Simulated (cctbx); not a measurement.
# Interatomic vectors of Na2MnF4

Space group Pbam (no. 55), a = 5.7260 Å, b = 9.7800 Å, c = 3.2530 Å, α = 90.00°, β = 90.00°, γ = 90.00°, content Mn2 Na4 F8.

The data are simulated with cctbx, not measured: synchrotron X-rays, λ = 0.7749 Å, to d = 0.77 Å, 95 % of the full sphere, strongest reflection 20000 counts, noise from counting, a 4 % proportional error and a noise floor of 15 counts (s.d.); no absorption.

Patterson synthesis, origin scaled to 1000:

```text
Patterson group P m m m
      u       v       w   height  length (A)
  0.000   0.000   0.000   1000.0     0.00
  0.500   0.500   0.000    621.2     5.67
  0.413   0.182   0.500    237.3     3.38
  0.084   0.311   0.500    218.3     3.48
  0.259   0.035   0.500    209.9     2.23
  0.136   0.219   0.000    205.8     2.28
  0.376   0.296   0.000    150.3     3.61
  0.000   0.500   0.500    145.8     5.15
  0.254   0.457   0.500    142.4     4.97
  0.500   0.107   0.000    124.1     3.05
  0.313   0.500   0.000     95.6     5.21
  0.500   0.391   0.500     87.2     5.05
  0.000   0.500   0.000     58.4     4.89
  0.367   0.148   0.000     34.0     2.55
```

Q: Assign the vectors.

A peak at u stands for all pairs with xi − xj = u, with weight Σ ZiZj against Σ Z² = 2382 at the origin. Peak heights follow these weights only roughly, since form factors, motion and series ripples differ, all vectors within 0.55 Å of a peak are counted as merged into it though the farther ones add only part of their weight, and F(000) is left out, which lowers the whole map:

| u | v | w | shortest length (Å) | height | 1000 ΣZiZj/ΣZ² | pairs in the cell |
| --- | --- | --- | --- | --- | --- | --- |
| 0.500 | 0.500 | 0.000 | 5.67 | 621 | 525 | 2 × Mn–Mn |
| 0.413 | 0.182 | 0.500 | 3.38 | 237 | 299 | 2 × Mn–Na, 2 × F–F |
| 0.084 | 0.311 | 0.500 | 3.48 | 218 | 231 | 2 × Mn–Na |
| 0.259 | 0.035 | 0.500 | 2.23 | 210 | 272 | 2 × Mn–F, 2 × Na–F |
| 0.136 | 0.219 | 0.000 | 2.28 | 206 | 355 | 2 × Mn–F, 4 × Na–F |
| 0.376 | 0.296 | 0.000 | 3.61 | 150 | 189 | 2 × Mn–F |
| 0.000 | 0.500 | 0.500 | 5.15 | 146 | 332 | 8 × Na–F |
| 0.254 | 0.457 | 0.500 | 4.97 | 142 | 189 | 2 × Mn–F |
| 0.500 | 0.107 | 0.000 | 3.05 | 124 | 238 | 4 × F–F, 2 × Na–Na |
| 0.313 | 0.500 | 0.000 | 5.21 | 96 | 170 | 2 × Na–Na, 2 × F–F |

The table stops at ten peaks or at a height of 45, below which ripples compete. In the model behind the data Mn, the heaviest element, has 1 independent site: (0, 0, 0), up to an allowed shift of origin; the Mn–Mn vectors are differences of these positions and their symmetry mates. The whole model:

```
atom  mult.       x       y    z  Ueq (Å²)
 Mn1      2       0       0    0    0.0112
 Na1      4  0.5843  0.8159  1/2    0.0176
  F1      4  0.7503  0.0475  1/2    0.0133
  F2      4  0.3772  0.7075    0    0.0106
```

The model was made for the exercise: a known structure type with other elements put in, its volume estimated, not relaxed; displacement parameters are assumed.

[Logs are printed without paths, hosts, clocks, repeated set-up lines and the standing remarks that a program may print on its own settings, such as how far it seeks lower states.]
